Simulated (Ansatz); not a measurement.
# F on Cu(111): change of the work function, part 2 of 2

How does F on the fcc site change the work function of Cu(111) as the layer fills?

Ansatz 0.2.0; plane-wave DFT, PBE, Ansatz PAW.

So far, work function, upper face (eV): step 2 (the clean slab) 4.79; step 3 (37 atoms, coverage 0.111 ML, cell 3x3) 5.19.

## (4) The covered slab, k-mesh 6×6×1, coverage 0.25 ML

System of this step: Cu16F (F/Cu(111)). The cell holds 17 atoms: 16 Cu and 1 F. Cell: a = 5.105 Å, b = 5.105 Å, c = 25.525 Å, α = 90.0°, β = 90.0°, γ = 60.0°. Vacuum lies along c.

Another coverage, to see how the dipoles act on each other as their distance changes.

Contents of input.yaml:

```yaml
crystal:
  lattice:
    - [5.1053109602, 1.0e-10, 0.0]
    - [2.5526554801, 4.4213289858, 0.0]
    - [0.0, 0.0, 25.5245619869]
  atoms:
    - { symbol: Cu, position: [0.0, 0.0, 0.3526015453] }
    - { symbol: Cu, position: [0.1666666667, 0.1666666667, 0.4342575782] }
    - { symbol: Cu, position: [0.3333333333, 0.3333333333, 0.515913611] }
    - { symbol: Cu, position: [0.0, 0.0, 0.5975696439] }
    - { symbol: Cu, position: [0.0, 0.5, 0.3526015453] }
    - { symbol: Cu, position: [0.1666666667, 0.6666666667, 0.4342575782] }
    - { symbol: Cu, position: [0.3333333333, 0.8333333333, 0.515913611] }
    - { symbol: Cu, position: [0.0, 0.5, 0.5975696439] }
    - { symbol: Cu, position: [0.5, 0.0, 0.3526015453] }
    - { symbol: Cu, position: [0.6666666667, 0.1666666667, 0.4342575782] }
    - { symbol: Cu, position: [0.8333333333, 0.3333333333, 0.515913611] }
    - { symbol: Cu, position: [0.5, 0.0, 0.5975696439] }
    - { symbol: Cu, position: [0.5, 0.5, 0.3526015453] }
    - { symbol: Cu, position: [0.6666666667, 0.6666666667, 0.4342575782] }
    - { symbol: Cu, position: [0.8333333333, 0.8333333333, 0.515913611] }
    - { symbol: Cu, position: [0.5, 0.5, 0.5975696439] }
    - { symbol: F, position: [0.1666666667, 0.1666666667, 0.6473984547] }
kpoints:
  mp_grid: { grid: [6, 6, 1] }
hamiltonian:
  xc: pbe
scf:
  occupations: { method: fermi_dirac, width: 0.1 }
  convergence: { dr2_threshold: 1.0e-08 }
efield:
  axis: 3
  dipole_correction: true
  ramp_position: 0.97
  ramp_width: 0.06
relax:
  f_tol: 0.02
  max_steps: 60
  constraints: [{ sites: [0, 1, 4, 5, 8, 9, 12, 13] }]
output:
  dos: { projected: true, e_range: [-8, 4] }
  write_potential: true
  write_density: true
  volumetric_format: npy
  elf: true
```

The run is started by

```bash
ansatz run input.yaml --threads 4 --pin off --max-ram 16384MiB --backend cpu --events-out ev --progress --plain --runs-dir out
```

Run time: 1.9 min. Hardware: 4 threads of Arm Neoverse V2, shared host; peak memory 2.7 GiB; 7.5 min of CPU time.

The steps of the relaxation:

```
step  energy less that of the first step (eV)  largest force component (eV/Å)
   1                                   0.0000                          2.2414
   2                                  -0.1584                          1.4586
   3                                  -0.2856                          0.2247
   4                                  -0.2881                          0.0743
   5                                  -0.2894                          0.0036
```

Forces are held to the 6 operations that the run works with; a distortion that breaks them can't arise in this run.

The atoms that moved most (Å):

```
atom      dx      dy      dz  length
 F17   0.000   0.000   0.212   0.212
Cu16   0.000   0.000  -0.099   0.099
Cu15   0.000   0.000   0.062   0.062
 Cu4  -0.025  -0.015   0.021   0.036
Cu12   0.025  -0.015   0.021   0.036
 Cu8   0.000   0.029   0.021   0.036
 Cu3  -0.008  -0.005  -0.014   0.017
 Cu7   0.000   0.009  -0.014   0.017
```

Final coordinates:

```cif
data_structure
_symmetry_space_group_name_H-M 'P 1'
_symmetry_Int_Tables_number 1
_cell_length_a 5.1053
_cell_length_b 5.1053
_cell_length_c 25.5246
_cell_angle_alpha 90.000
_cell_angle_beta 90.000
_cell_angle_gamma 60.000
_cell_volume 576.15
loop_
_atom_site_label
_atom_site_type_symbol
_atom_site_fract_x
_atom_site_fract_y
_atom_site_fract_z
_atom_site_occupancy
Cu1 Cu 0.00000 0.00000 0.35260 1
Cu2 Cu 0.16667 0.16667 0.43426 1
Cu3 Cu 0.33228 0.33228 0.51537 1
Cu4 Cu 0.99668 0.99668 0.59841 1
Cu5 Cu 0.00000 0.50000 0.35260 1
Cu6 Cu 0.16667 0.66667 0.43426 1
Cu7 Cu 0.33228 0.83545 0.51537 1
Cu8 Cu 0.99668 0.50664 0.59841 1
Cu9 Cu 0.50000 0.00000 0.35260 1
Cu10 Cu 0.66667 0.16667 0.43426 1
Cu11 Cu 0.83545 0.33228 0.51537 1
Cu12 Cu 0.50664 0.99668 0.59841 1
Cu13 Cu 0.50000 0.50000 0.35260 1
Cu14 Cu 0.66667 0.66667 0.43426 1
Cu15 Cu 0.83333 0.83333 0.51835 1
Cu16 Cu 0.50000 0.50000 0.59369 1
F17 F 0.16667 0.16667 0.65572 1
```

Numbers from this step:

```
energy at zero smearing        : -106807.3240 eV
work function, upper face      : 5.762 eV
work function, lower face      : 4.821 eV
dipole along the normal        : -0.1173 e·Å
step between the vacuum levels : 0.9405 eV
```

The density of states has structure finer than the step of the table below, so its rows give means over 0.25 eV, whole bins alone (the curve runs from -8 to 1.98 eV). Peaks (eV: height): -2.710: 107, -2.410: 78.6, -2.320: 103, -2.050: 73.4, -1.980: 94.8, -1.860: 79.5, -1.560: 98.8.

Table of density of states by energy, zero at the Fermi level; means over each step:

energy (eV), density of states (states/eV a cell) and a bar:
```
    -7.75          1 
    -7.50          2 #
    -7.25          2 #
    -7.00          2 
    -6.75          2 
    -6.50          4 #
    -6.25          3 #
    -6.00          4 ##
    -5.75          5 ##
    -5.50          9 ####
    -5.25         15 ######
    -5.00          9 ####
    -4.75         15 ######
    -4.50         15 ######
    -4.25         28 ############
    -4.00         33 ##############
    -3.75         32 ##############
    -3.50         40 #################
    -3.25         36 ################
    -3.00         52 #######################
    -2.75         68 ##############################
    -2.50         51 ######################
    -2.25         59 #########################
    -2.00         62 ###########################
    -1.75         66 #############################
    -1.50         69 ##############################
    -1.25         20 ########
    -1.00          9 ####
    -0.75          4 #
    -0.50          7 ##
    -0.25          7 ###
     0.00          6 ##
     0.25          1 
     0.50          7 ###
     0.75          7 ###
     1.00          4 ##
     1.25          4 #
     1.50          4 ##
     1.75          5 ##
```

Projected DOS per atom over height of the atomic layer and energy from the Fermi level. Layers: Cu4 Cu4 Cu4 Cu4 F from below.

Ten even steps from '0' (0.02 states/eV) to '9' (4.92 states/eV), each cell a mean:
```
00000
00000
00000
00000
00000
00000
00000
55571
97690
75570
97770
45540
34430
24521
12201
01007
00005
00002
00000
00000
00000
00000
```
Columns: height of the atomic layer (Å) from 9 to 16.7 (not evenly spaced); rows upwards: energy from the Fermi level (eV) from -7.96 to 1.95.

ELF in the ca plane at fractional y = 0.167, with atoms of Cu and F within 0.2 Å of it. It is the smooth field of the valence electrons, not physical close to the nuclei.

Values, 8 rows by 16 columns, each cell a mean:
```
0.17 0.18 0.22 0.21 0.20 0.18 0.19 0.18 0.13 0.14 0.02 0.00 0.00 0.00 0.00 0.00
0.20 0.20 0.20 0.24 0.21 0.18 0.21 0.19 0.13 0.02 0.00 0.00 0.00 0.00 0.00 0.00
0.28 0.28 0.28 0.55 0.24 0.24 0.24 0.27 0.19 0.02 0.00 0.00 0.00 0.00 0.00 0.00
0.20 0.20 0.20 0.25 0.21 0.18 0.21 0.19 0.13 0.02 0.00 0.00 0.00 0.00 0.00 0.00
0.17 0.18 0.22 0.21 0.20 0.18 0.19 0.18 0.13 0.14 0.02 0.00 0.00 0.00 0.00 0.00
0.20 0.20 0.20 0.24 0.21 0.19 0.20 0.14 0.54 0.60 0.09 0.00 0.00 0.00 0.00 0.00
0.28 0.28 0.28 0.55 0.24 0.25 0.22 0.17 0.65 0.73 0.15 0.00 0.00 0.00 0.00 0.00
0.20 0.20 0.20 0.25 0.21 0.18 0.20 0.14 0.56 0.61 0.09 0.00 0.00 0.00 0.00 0.00
```
Columns run along c (16.0 Å, from fractional 0.31 to 0.94 of the cell), rows up along a (5.1 Å). Atoms in or near the plane, at fractional coordinates: Cu at (0.43, 0.17), Cu at (0.43, 0.67), F at (0.66, 0.17).

Valence density in the ca plane at fractional y = 0.167, with atoms of Cu and F within 0.2 Å of it. It is the smooth field of the valence electrons, not physical close to the nuclei.

Ten steps, logarithmic in the rise over the least value, from '0' (0 e/Å³) to '9' (43 e/Å³), each cell a mean:
```
01231100110012321112321000000000000000000000
01221101111012321112220000000000000000000000
01111012432111111011110000000000000000000000
00010025884101100000100000000000000000000000
00000126995100000000000000000000000000000000
00111015773101100001100000000000000000000000
01111012331111111011210000000000000000000000
01231100110012321112320000000000000000000000
01221101111012321012211000000000000000000000
01111012432111111001111232000000000000000000
00010025884101100000012564200000000000000000
00000126995100000000013675200000000000000000
00111015773101110000012454100000000000000000
01111012331111111011111221000000000000000000
```
Columns run along c (16.0 Å, from fractional 0.31 to 0.94 of the cell), rows up along a (5.1 Å). Atoms in or near the plane, at fractional coordinates: Cu at (0.43, 0.17), Cu at (0.43, 0.67), F at (0.66, 0.17).

Electrostatic potential energy in the ca plane at fractional y = 0.167, with atoms of Cu and F within 0.2 Å of it. With pseudopotentials it is smooth inside the atoms' cores, unlike the true potential.

Ten even steps from '0' (-40 eV) to '9' (8 eV), each cell a mean:
```
87446898888885357875458999999999999999999999
87547888788885458885468999999999999999999999
98778885336887678987778999999999999999999999
99888861002788889998889999999999999999999999
99999850001789899999899999999999999999999999
99888861003888889998889999999999999999999999
98667886447887678887678999999999999999999999
87446898888885357875458999999999999999999999
87547888788885457886468999999999999999999999
98778885336887678987788768999999999999999999
99888861002788889998887203899999999999999999
99999850001789899999886001899999999999999999
99888861003888889998888314999999999999999999
98667886447887678887678889999999999999999999
```
Columns run along c (16.0 Å, from fractional 0.31 to 0.94 of the cell; values clipped at the 3rd and 97th percentile), rows up along a (5.1 Å). Atoms in or near the plane, at fractional coordinates: Cu at (0.43, 0.17), Cu at (0.43, 0.67), F at (0.66, 0.17).

The relaxation took 5 steps and lowered the energy by 0.29 eV; the largest force on the free atoms ends at 0.0036 eV/Å.

By hand: a sheet of dipoles makes a step −p/(ε₀A) in the electron's potential. With e/ε₀ = 180.95 V·Å, p = -0.1173 e·Å and A = 22.57 Å², that is −180.95 × (-0.1173) / 22.57 = +0.941 eV, and the two vacuum levels of the run differ by +0.941 eV.

The covered face has 5.76 eV, +0.98 eV against the clean one; the bare back face has moved by +0.04 eV, a measure of how thin the slab is.

## (5) Adsorbate added, k-mesh 6×6×1, coverage 0.5 ML

System of this step: Cu8F (F/Cu(111)). The cell holds 18 atoms: 16 Cu and 2 F. Its edges and angles: a = 5.105 Å, b = 5.105 Å, c = 25.525 Å, α = 90.0°, β = 90.0°, γ = 60.0°. Vacuum lies along c.

Changes to input.yaml since step 4:

```diff
@@ -23,2 +23,3 @@
     - { symbol: F, position: [0.1666666667, 0.1666666667, 0.6473984547] }
+    - { symbol: F, position: [0.6666666667, 0.1666666667, 0.6473984547] }
 kpoints:
```

It took 4.4 min on 4 threads; peak memory 3.1 GiB.

This run has no spin polarisation, although Cu can carry a moment.

The steps of the relaxation:

```
step  energy less that of the first step (eV)  largest force component (eV/Å)
   1                                   0.0000                          1.8864
   2                                  -0.2203                          1.1282
   3                                  -0.3876                          0.1412
   4                                  -0.3893                          0.0925
   5                                  -0.3940                          0.0248
   6                                  -0.3942                          0.0035
```

The run keeps the 4 symmetry operations that it works with, so distortions that break them were not tested.

The atoms that moved most (Å):

```
atom     dx      dy      dz  length
 F18  0.000   0.177   0.124   0.216
 F17  0.000   0.177   0.124   0.216
Cu16  0.000   0.039  -0.056   0.068
 Cu8  0.000   0.039  -0.056   0.068
Cu12  0.000  -0.042   0.044   0.061
 Cu4  0.000  -0.042   0.044   0.061
 Cu7  0.000   0.007   0.040   0.041
Cu15  0.000   0.007   0.040   0.041
```

The relaxed structure:

```xyz
18
Lattice="5.1053 0.0000 0.0000 2.5527 4.4213 0.0000 0.0000 0.0000 25.5246" Properties=species:S:1:pos:R:3
Cu    0.0000    0.0000    9.0000
Cu    1.2763    0.7369   11.0842
Cu    2.5527    1.4709   13.1475
Cu    0.0000   -0.0422   15.2963
Cu    1.2763    2.2107    9.0000
Cu    2.5527    2.9476   11.0842
Cu    3.8290    3.6918   13.2084
Cu    1.2763    2.2494   15.1965
Cu    2.5527    0.0000    9.0000
Cu    3.8290    0.7369   11.0842
Cu    5.1053    1.4709   13.1475
Cu    2.5527   -0.0422   15.2963
Cu    3.8290    2.2107    9.0000
Cu    5.1053    2.9476   11.0842
Cu    6.3816    3.6918   13.2084
Cu    3.8290    2.2494   15.1965
F     1.2763    0.9141   16.6484
F     3.8290    0.9141   16.6484
```

The relaxation took 6 steps and lowered the energy by 0.39 eV; the largest force on the free atoms ends at 0.0035 eV/Å.

The covered face has 6.76 eV, +1.98 eV against the clean one; the bare back face has moved by +0.04 eV, a measure of how thin the slab is.

## (6) The covered slab, k-mesh 12×12×1, coverage 1 ML

System of this step: Cu4F (F/Cu(111)). The cell holds 5 atoms: 4 Cu and 1 F. Its edges and angles: a = 2.553 Å, b = 2.553 Å, c = 25.525 Å, α = 90.0°, β = 90.0°, γ = 60.0°. Vacuum lies along c.

input.yaml, the sections that differ from step 5:

```yaml
crystal:
  lattice:
    - [2.5526554801, 0.0, 0.0]
    - [1.27632774, 2.2106644929, 0.0]
    - [0.0, 0.0, 25.5245619869]
  atoms:
    - { symbol: Cu, position: [0.0, 0.0, 0.3526015453] }
    - { symbol: Cu, position: [0.3333333333, 0.3333333333, 0.4342575782] }
    - { symbol: Cu, position: [0.6666666667, 0.6666666667, 0.515913611] }
    - { symbol: Cu, position: [0.0, 0.0, 0.5975696439] }
    - { symbol: F, position: [0.3333333333, 0.3333333333, 0.6473984547] }
kpoints:
  mp_grid: { grid: [12, 12, 1] }
relax:
  f_tol: 0.02
  max_steps: 60
  constraints: [{ sites: [0, 1] }]
output:
  write_potential: true
  write_density: true
  volumetric_format: npy
# hamiltonian, scf, efield: as in step 5
```

Run time: 15 s. Hardware: 4 threads; peak memory 0.49 GiB.

Relaxation path:

```
step  energy less that of the first step (eV)  largest force component (eV/Å)
   1                                   0.0000                          1.1643
   2                                  -0.0258                          0.7051
   3                                  -0.0417                          0.0362
   4                                  -0.0417                          0.0040
```

Forces are held to the 6 operations that the run works with; a distortion that breaks them can't arise in this run.

The atoms that moved most (Å):

```
atom     dx     dy      dz  length
  F5  0.000  0.000   0.068   0.068
 Cu3  0.000  0.000   0.014   0.014
 Cu4  0.000  0.000  -0.009   0.009
```

Final coordinates:

```
Cu F
1.0
     2.55266    0.00000    0.00000
     1.27633    2.21066    0.00000
     0.00000    0.00000   25.52456
Cu F
4 1
Direct
  0.00000 0.00000 0.35260
  0.33333 0.33333 0.43426
  0.66667 0.66667 0.51647
  0.00000 0.00000 0.59721
  0.33333 0.33333 0.65008
```

The relaxation took 4 steps and lowered the energy by 0.042 eV; the largest force on the free atoms ends at 0.0040 eV/Å.

The covered face has 8.93 eV, +4.14 eV against the clean one; the bare back face has moved by +0.10 eV, a measure of how thin the slab is.

## (7) Work function against coverage

This step: plane-wave DFT, PBE, Ansatz PAW; work function against coverage (Ansatz 0.2.0).

The runs are now put side by side.

This step gave:

```
work function of the clean face     : 4.786 eV
largest change of the work function : 4.142 eV
```

Work function of the covered face against coverage:

```
coverage (adsorbates/nm²)  work function of the covered face (eV)
                     0.00                                    4.79
                     1.97                                    5.19
                     4.43                                    5.76
                     8.86                                    6.76
                    17.72                                    8.93
```

The dipole per adsorbate comes from the change of the cell's dipole. Coverage, by row:

```
coverage (1/nm²)  coverage (ML)  work function (eV)  change (eV)  dipole per adsorbate, positive end outwards (debye)  mean height of the added atoms over the highest substrate atom (Å)
           1.969         0.1111               5.187       0.4014                                               -0.489                                                               1.434
            4.43           0.25               5.762       0.9759                                               -0.564                                                               1.463
            8.86            0.5               6.762        1.976                                                -0.58                                                               1.352
           17.72              1               8.928        4.142                                               -0.606                                                               1.349
```

## (8) What came out

| Item | Value |
| --- | --- |
| work function of the clean face | 4.79 eV |
| work function at 0.11 ML | 5.19 eV |
| work function at 0.25 ML | 5.76 eV |
| work function at 0.5 ML | 6.76 eV |
| work function at 1 ML | 8.93 eV |
| dipole per adsorbate at 0.11 ML, positive end outwards | -0.49 D |

What this shows: F raises the work function of Cu(111) at the lowest coverage, by 0.40 eV: the adsorbate layer has its negative end outwards. The slab has 4 layers, at the tabulated experimental lattice constant, one starting site was run, and quantum-size effects of a slab this thin can reach one or two tenths of an eV.

[Logs are printed without paths, hosts, clocks, repeated set-up lines and the standing remarks that a program may print on its own settings, such as how far it seeks lower states.]

[Hosts, paths, dates, database ids (printed as entryN), source tags and the programs' standing remarks are cut or masked in the printed files.]

[Maps of the electrostatic potential energy from Ansatz leave out the sawtooth potential of an applied field or a dipole correction, so their vacuum need not be flat; planar profiles and work functions include it.]

[The density of states shown here was stored with 400 of the rows of the run's finer table, so its peaks can read low, often by over a quarter, or be missed, and its means over a window can be off by a tenth or more.]
